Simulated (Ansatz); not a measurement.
# SiO2 (P3_121): the host for defect calculations

Aim: the runs on the perfect crystal SiO2 (P3_121) that a defect calculation needs first.

Program: Ansatz 0.2.0. Level of theory: plane-wave PAW DFT, r2SCAN; single point of the host's primitive cell on a dense mesh; PAW set soft_1, in the first sound run; inputs show where later runs differ. Results are calculated unless marked as measured.

## (1) Set-up

The structure is trigonal, space group P3_121 (No. 152). Conventional cell: a = 4.921 Å, b = 4.921 Å, c = 5.417 Å, α = 90.00°, β = 90.00°, γ = 120.00°. Nearest to Si lie 4 O at 1.61 to 1.62 Å. Nearest to O lie 2 Si at 1.61 to 1.62 Å. Farther neighbours and most contacts between anions are not listed.

## (2) Primitive cell on a dense mesh

A dense mesh gives the host's converged energy, against which the supercell's sampling is tested.

The input, dense/input.yaml:

```yaml
crystal:
  lattice:
    - [4.9211020672, 0.0, 0.0]
    - [-2.4605510336, 4.2617994048, 0.0]
    - [0.0, 0.0, 5.4165347629]
  atoms:
    - { symbol: Si, position: [0.5310287163, 0.5310287163, 0.0] }
    - { symbol: Si, position: [0.0, 0.4689712837, 0.6666666667] }
    - { symbol: Si, position: [0.4689712837, 0.0, 0.3333333333] }
    - { symbol: O, position: [0.2690380509, 0.413212997, 0.7845842363] }
    - { symbol: O, position: [0.586787003, 0.8558250538, 0.1179175696] }
    - { symbol: O, position: [0.1441749462, 0.7309619491, 0.4512509029] }
    - { symbol: O, position: [0.413212997, 0.2690380509, 0.2154157637] }
    - { symbol: O, position: [0.7309619491, 0.1441749462, 0.5487490971] }
    - { symbol: O, position: [0.8558250538, 0.586787003, 0.8820824304] }
basis:
  ecutwfc: 500
  xc_grid: 2
hamiltonian:
  xc: r2scan
  pseudopotentials: { kind: paw, azcp: { folder: soft_1 } }
kpoints:
  mp_grid: { grid: [7, 7, 5] }
scf:
  occupations: { method: fermi_dirac, width: 0.01 }
  max_iter: 80
```

The run is started by

```
ansatz run input.yaml --threads 4 --pin off --max-ram 7536MiB --backend cpu --events-out ev --progress --plain --runs-dir out
```

Numbers of over 12 decimals in the logs are rounded to 6 here.

The program printed:

```text
Engine: ansatz 0.2.0, aarch64-unknown-linux-gnu
Pseudopotentials: kind: paw
Pseudopotential: Si, paw, valence charge 4, recommended cutoff 500 eV (meta_gga), soft_1/Si.paw.azcp
Pseudopotential: O, paw, valence charge 6, recommended cutoff 500 eV (meta_gga), soft_1/O.paw.azcp
Functional definition: r2SCAN
  parameter k0 = 0.174
  parameter k1 = 0.065
  parameter a1 = 4.9479
  exchange = r2scan_x(k0 = k0, k1 = k1, a1 = a1)
  correlation = r2scan_c
Crystal: 9 atoms, lattice volume = 113.600 Å³
Basis set: ecut = 500 eV, 2869 PW (Γ), exchange–correlation on 72×72×80 points (8 copies of the dense FFT grid, shifted against one another)
Bands: 33, of which v1, the nominal top of the filled ones, is band 24 counted from 1 (23 counted from 0)
Symmetry: 6 space group operations
Space group: P3121 (ITA 152), of the structure as read, at distance tolerance 4.8e-5 Å
k-points: 32 of 245 (time reversal used)
Non-local potential: Si, projectors of the file, l = 0: 2, l = 1: 2, l = 2: 1
Non-local potential: O, projectors of the file, l = 0: 2, l = 1: 2, l = 2: 1
PAW form: soft (Blöchl's): semilocal exchange-correlation on the pseudo side does not see the compensation charge
PAW frozen core: Si, regenerated for the run's functional (the file was generated under x = pbe(κ = 0.804, μ = 0.219515), c = pbe(β = 0.066725))
PAW frozen core: O, regenerated for the run's functional (the file was generated under x = pbe(κ = 0.804, μ = 0.219515), c = pbe(β = 0.066725))
PAW one-centre angular grid: Si, 302 points (default); XC on 160 Gauss nodes
PAW one-centre angular grid: O, 302 points (default); XC on 160 Gauss nodes
Initial density: superposition of atomic densities (chi_scale 0.1, normalization cell, long waves kept (reshape's long-wave potential 0.01 eV rms))
Initial wavefunctions: pseudopotential atomic-orbital guess
Functional: x = r2scan, c = r2scan; τ floored in thin density (d = 2e-4 eV/Å³)
SCF iter   1: F=—  HF=-5343.922930 eV  |F-HF|=—  |Δ(HF+E_count)|=         —  Δρ=1.31e-1  dr2=1.77e1  dr2_τ=2.05e0  ethr=3.10e-3  ⟨swp⟩=7.2  Hψ=5544  notcnv=0
preconditioner: auto → Resta (q_TF=auto, 2.363 Å⁻¹)  ε∞=2.6  [insulator: Δε(μ)=7.818 eV  Ē_g=19.266 eV  σ=0.010 eV  W_gap=1.00  n_scr=22 (ndim 8)  ℏωp=24.1 eV  f_vac=0.003  D(μ)=0.00/eV (n_scr^D=0)  ε∞_Penn≈2.6]
SCF iter   2: F=—  HF=-5339.844308 eV  |F-HF|=—  |Δ(HF+E_count)|=    4.08e0  Δρ=4.39e-2  dr2=1.06e0  dr2_τ=3.64e-1  ethr=3.10e-3  ⟨swp⟩=3.7  Hψ=2665  notcnv=0  defer=79
SCF iter   3: F=—  HF=-5340.237316 eV  |F-HF|=—  |Δ(HF+E_count)|=   3.93e-1  Δρ=2.18e-2  dr2=2.87e-1  dr2_τ=2.15e-2  ethr=2.20e-3  ⟨swp⟩=2.9  Hψ=1267  notcnv=0  defer=47
automatic band count: iteration 3 solves 32 bands in place of 33: the levels show a gap, and the empty bands left out lie too high to hold charge; the band table lists the bands solved (type scf.n_extra_bands for more)
SCF iter   4: F=—  HF=-5340.298688 eV  |F-HF|=—  |Δ(HF+E_count)|=   6.14e-2  Δρ=1.45e-3  dr2=1.40e-3  dr2_τ=2.10e-4  ethr=5.98e-4  ⟨swp⟩=4.0  Hψ=2141  notcnv=0  defer=47
SCF iter   5: F=—  HF=-5340.300241 eV  |F-HF|=—  |Δ(HF+E_count)|=   1.55e-3  Δρ=2.30e-4  dr2=6.29e-5  dr2_τ=7.76e-6  ethr=2.92e-6  ⟨swp⟩=3.0  Hψ=1886  notcnv=0  defer=47
SCF iter   6: F=—  HF=-5340.300311 eV  |F-HF|=—  |Δ(HF+E_count)|=   7.00e-5  Δρ=4.94e-5  dr2=2.60e-6  dr2_τ=2.93e-7  ethr=1.31e-7  ⟨swp⟩=2.2  Hψ=1848  notcnv=0  defer=47
SCF iter   7: F=-5340.300314 eV  HF=-5340.300314 eV  |F-HF|=4.27e-8  |Δ(HF+E_count)|=   2.70e-6  Δρ=6.74e-6  dr2=5.25e-8  dr2_τ=4.70e-9  ethr=2.37e-10  ⟨swp⟩=3.4  Hψ=2708  notcnv=0
SCF 1 converged in 7 iterations: F = -5340.300314 eV  dr2 = 5.25e-8
  greatest PAW one-centre occupation: 0.868 electrons in one spin orbital (limit 2), on the O atom at site 7 (counted from 0), in its partial waves of l = 0
SCF converged after 7 iterations
Free energy (F): -5340.300314 eV
Harris-Foulkes:  -5340.300314 eV  (|F-HF|=4.27e-8)
Internal energy: -5340.300314 eV  (E = F + TS)
E sigma→0 (E₀):  -5340.300314 eV
Fermi energy:    5.317769 eV
--- Per-component energies (eV) ---
  E_band       = -243.269690
  E_kinetic    = 1175.342535
  E_local      = -2933.058242  (includes V_loc(G=0)·N_el)
  E_nonlocal   = 373.925927
  E_hartree    = 1076.901392
  E_xc         = -590.261871
  E_vxc        = -777.986082  (∫ρ·V_xc dr)
  E_paw        = -2550.673748  (= ΣΔE_a)
  E_vpaw       = -283.961936  (= ΣTr[D̂ρ^β])
  E_aug_tail   = 0.001724  (compensation charges beyond the density's cutoff)
  E_vtau       = 48.668768  (kinetic-family band-sum trace: ∫τ·v_τ [+ j·A + Jᵃ·Aᵃ] dr)
  E_ewald      = -1892.057084
  E_core_change = -0.420946  (= ΣΔE_core)
  E_smearing   = -0.000000  (= −TS)
  E_closure    = -0.000000  (closes the sum)
  Σ components = -5340.300314   (vs F -5340.300314, Δ=0.00e0)
```

The job ended after 4.4 s (4 threads of Arm Neoverse V2, shared host; peak memory 0.43 GiB).

Reading the cycles: dr2 is the Hartree energy of the density residual (eV), the measure of convergence; HF is the Harris–Foulkes estimate of the energy, which meets the free energy F at convergence.

## (3) Self-consistent run

This step: plane-wave PAW DFT, r2SCAN; single point of the defect-free supercell, a test of its k-points; PAW set soft_1 (Ansatz 0.2.0).

System of this step: SiO2 (P3_121). The cell holds 54 atoms: 18 Si and 36 O. Its edges and angles: a = 8.524 Å, b = 8.524 Å, c = 10.833 Å, α = 90.0°, β = 90.0°, γ = 120.0°.

The input, pristine.sampling/input.yaml:

```yaml
crystal:
  lattice:
    - [7.3816531007, 4.2617994048, 0.0]
    - [-7.3816531007, 4.2617994048, 0.0]
    - [0.0, 0.0, 10.8330695259]
  atoms:
    - { symbol: Si, position: [0.0206858109, 0.5103429054, 0.0] }
    - { symbol: Si, position: [0.3540191442, 0.1770095721, 0.0] }
    - { symbol: Si, position: [0.6873524775, 0.8436762388, 0.0] }
    - { symbol: Si, position: [0.1563237612, 0.3126475225, 0.3333333334] }
    - { symbol: Si, position: [0.4896570946, 0.9793141891, 0.3333333334] }
    - { symbol: Si, position: [0.8229904279, 0.6459808558, 0.3333333334] }
    - { symbol: Si, position: [0.1563237612, 0.8436762388, 0.1666666666] }
    - { symbol: Si, position: [0.4896570946, 0.5103429054, 0.1666666666] }
    - { symbol: Si, position: [0.8229904279, 0.1770095721, 0.1666666666] }
    - { symbol: O, position: [0.2274170159, 0.1857959811, 0.3922921182] }
    - { symbol: O, position: [0.5607503493, 0.8524626477, 0.3922921182] }
    - { symbol: O, position: [0.8940836826, 0.5191293144, 0.3922921182] }
    - { symbol: O, position: [0.1475373523, 0.7082877015, 0.0589587848] }
    - { symbol: O, position: [0.4808706856, 0.3749543682, 0.0589587848] }
    - { symbol: O, position: [0.8142040189, 0.0416210349, 0.0589587848] }
    - { symbol: O, position: [0.2917122985, 0.4392496507, 0.2256254514] }
    - { symbol: O, position: [0.6250456318, 0.1059163174, 0.2256254514] }
    - { symbol: O, position: [0.9583789651, 0.7725829841, 0.2256254514] }
    - { symbol: O, position: [0.2274170159, 0.0416210349, 0.1077078818] }
    - { symbol: O, position: [0.5607503493, 0.7082877015, 0.1077078818] }
    - { symbol: O, position: [0.8940836826, 0.3749543682, 0.1077078818] }
    - { symbol: O, position: [0.2917122985, 0.8524626477, 0.2743745486] }
    - { symbol: O, position: [0.6250456318, 0.5191293144, 0.2743745486] }
    - { symbol: O, position: [0.9583789651, 0.1857959811, 0.2743745486] }
    - { symbol: O, position: [0.1475373523, 0.4392496507, 0.4410412152] }
    - { symbol: O, position: [0.4808706856, 0.1059163174, 0.4410412152] }
    - { symbol: O, position: [0.8142040189, 0.7725829841, 0.4410412152] }
    - { symbol: Si, position: [0.0206858109, 0.5103429054, 0.5] }
    - { symbol: Si, position: [0.3540191442, 0.1770095721, 0.5] }
    - { symbol: Si, position: [0.6873524775, 0.8436762388, 0.5] }
    - { symbol: Si, position: [0.1563237612, 0.3126475225, 0.8333333333] }
    - { symbol: Si, position: [0.4896570946, 0.9793141891, 0.8333333333] }
    - { symbol: Si, position: [0.8229904279, 0.6459808558, 0.8333333333] }
    - { symbol: Si, position: [0.1563237612, 0.8436762388, 0.6666666666] }
    - { symbol: Si, position: [0.4896570946, 0.5103429054, 0.6666666666] }
    - { symbol: Si, position: [0.8229904279, 0.1770095721, 0.6666666666] }
    - { symbol: O, position: [0.2274170159, 0.1857959811, 0.8922921182] }
    - { symbol: O, position: [0.5607503493, 0.8524626477, 0.8922921182] }
    - { symbol: O, position: [0.8940836826, 0.5191293144, 0.8922921182] }
    - { symbol: O, position: [0.1475373523, 0.7082877015, 0.5589587848] }
    - { symbol: O, position: [0.4808706856, 0.3749543682, 0.5589587848] }
    - { symbol: O, position: [0.8142040189, 0.0416210349, 0.5589587848] }
    - { symbol: O, position: [0.2917122985, 0.4392496507, 0.7256254514] }
    - { symbol: O, position: [0.6250456318, 0.1059163174, 0.7256254514] }
    - { symbol: O, position: [0.9583789651, 0.7725829841, 0.7256254514] }
    - { symbol: O, position: [0.2274170159, 0.0416210349, 0.6077078818] }
    - { symbol: O, position: [0.5607503493, 0.7082877015, 0.6077078818] }
    - { symbol: O, position: [0.8940836826, 0.3749543682, 0.6077078818] }
    - { symbol: O, position: [0.2917122985, 0.8524626477, 0.7743745486] }
    - { symbol: O, position: [0.6250456318, 0.5191293144, 0.7743745486] }
    - { symbol: O, position: [0.9583789651, 0.1857959811, 0.7743745486] }
    - { symbol: O, position: [0.1475373523, 0.4392496507, 0.9410412152] }
    - { symbol: O, position: [0.4808706856, 0.1059163174, 0.9410412152] }
    - { symbol: O, position: [0.8142040189, 0.7725829841, 0.9410412152] }
basis:
  ecutwfc: 500
  xc_grid: 2
hamiltonian:
  xc: r2scan
  pseudopotentials: { kind: paw, azcp: { folder: soft_1 } }
kpoints:
  mp_grid: { grid: [1, 1, 1], shift: [0.25, 0.25, 0.25] }
scf:
  occupations: { method: fermi_dirac, width: 0.01 }
  max_iter: 80
```

The program printed:

```text
[...]
Crystal: 54 atoms, lattice volume = 681.598 Å³
Basis set: ecut = 500 eV, 17319 PW (Γ), exchange–correlation on 128×128×160 points (8 copies of the dense FFT grid, shifted against one another)
Bands: 198, of which v1, the nominal top of the filled ones, is band 144 counted from 1 (143 counted from 0)
Symmetry: 12 space group operations
k-points: 1
[...]
SCF iter   1: F=—  HF=-32063.541503 eV  |F-HF|=—  |Δ(HF+E_count)|=         —  Δρ=1.31e-1  dr2=1.06e2  dr2_τ=1.23e1  ethr=3.10e-3  ⟨swp⟩=6.0  Hψ=889  notcnv=0  defer=20
[...]
SCF iter   9: F=-32041.797976 eV  HF=-32041.797976 eV  |F-HF|=1.67e-8  |Δ(HF+E_count)|=   3.81e-8  Δρ=3.33e-6  dr2=5.45e-8  dr2_τ=1.95e-9  ethr=2.37e-10  ⟨swp⟩=3.0  Hψ=422  notcnv=0
SCF 1 converged in 9 iterations: F = -32041.797976 eV  dr2 = 5.45e-8
[...]
SCF converged after 9 iterations
Free energy (F): -32041.797976 eV
[...]
Internal energy: -32041.797976 eV  (E = F + TS)
E sigma→0 (E₀):  -32041.797976 eV
Fermi energy:    5.790119 eV
[...]
```

Run time: 7.6 s. Hardware: 4 threads; peak memory 1.3 GiB.

Numbers from this step:

```yaml
energy_over_dense_mesh: 7.24e-5 eV/atom
```

(Part 1 of 3 ends here.)

[Logs are printed without paths, hosts, clocks, repeated set-up lines and the standing remarks that a program may print on its own settings, such as how far it seeks lower states.]

[Hosts, paths, dates, database ids (printed as entryN), source tags and the programs' standing remarks are cut or masked in the printed files.]

[Runs of the host that timed out are not shown.]

[For some hosts the program warned that the k-mesh of the response run may be too coarse for force constants and the static dielectric constant; such warnings are not always shown.]
